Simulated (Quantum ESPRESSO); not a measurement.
Records of electronic-structure calculations.

**Magnetic state of Ti2FeS4 (Heideite) from several starts**

Symmetry: C2/m, No. 12, monoclinic system. Conventional cell: a = 13.340 Å, b = 3.437 Å, c = 5.953 Å, α = 90.00°, β = 116.40°, γ = 90.00°. Nearest to Ti lie 6 S at 2.48 Å. Fe has 6 S at 2.48 to 2.49 Å nearest. S has 3 Ti at 2.48 Å and 2 Fe at 2.48 Å nearest. Nearest to S lie 3 Ti at 2.48 Å and 1 Fe at 2.49 Å. Farther neighbours and most contacts between anions are not listed.

```xyz
7
Lattice="6.6698 -1.7185 0.0000 6.6698 1.7185 0.0000 -2.6473 0.0000 5.3320" Properties=species:S:1:pos:R:3 pbc="T T T"
Ti    2.6731    0.0000    1.3330
Ti    8.0192    0.0000    3.9990
Fe    0.0000    0.0000    0.0000
S     4.8920    0.0000    0.2222
S     5.8002    0.0000    5.1098
S    10.2382    0.0000    2.8882
S     0.4541    0.0000    2.4438
```

| Item | Value |
| --- | --- |
| method | PBEsol; plane waves with GBRV 1.5 PBEsol potentials, no spin-orbit coupling, projections on orthogonalised atomic orbitals (and 2 further levels or steps) |
| program | Quantum ESPRESSO 7.5 |
| settings of one run | GBRV 1.5 PBEsol, cutoff 544.23 eV, 6×6×6 k-mesh, 50 bands, fermi-dirac occupations, smearing width 0.05 eV, collinear spin, SCF threshold 1.40e-8, starting moments 1 1 4 0 0 0 0 μB |
| cost | 5 runs, 13 min in all on 8 MPI ranks of Arm Neoverse V1, shared host (the runs of this entry) |
| notes | The database entry behind the starting cell has ideal inner coordinates that were not refined. Only these 3 starts were compared; other wavevectors, canted and longer-period orders were not. No Hubbard term acts here. In such compounds local and semilocal functionals without one often delocalise the d electrons, and can shrink or lose moments and miss the size, sign and order of the couplings. |
| lowest state found | ferrimagnetic (from ferro +++, ferri ++- and ferri +-+) |
| largest site moment | 2.85 μB |

2 starts left the typed signs, so such an energy belongs to the state reached, not the one typed. The largest moment reads 2.85 μB in the sphere and 2.98 μB by Löwdin projection; a site moment hangs on how space is shared out.

[Logs and program files are shortened in this print: banners, set-up blocks, solver, clock and traceback lines can be left out without a mark of their own.]

[Logs are printed without paths, hosts, clocks, repeated set-up lines and the standing remarks that a program may print on its own settings, such as how far it seeks lower states.]

[Hosts, paths, dates, database ids (printed as entryN), source tags and the programs' standing remarks are cut or masked in the printed files.]

[Where a cell is said to come from a database of computed structures, the database is the Materials Project.]
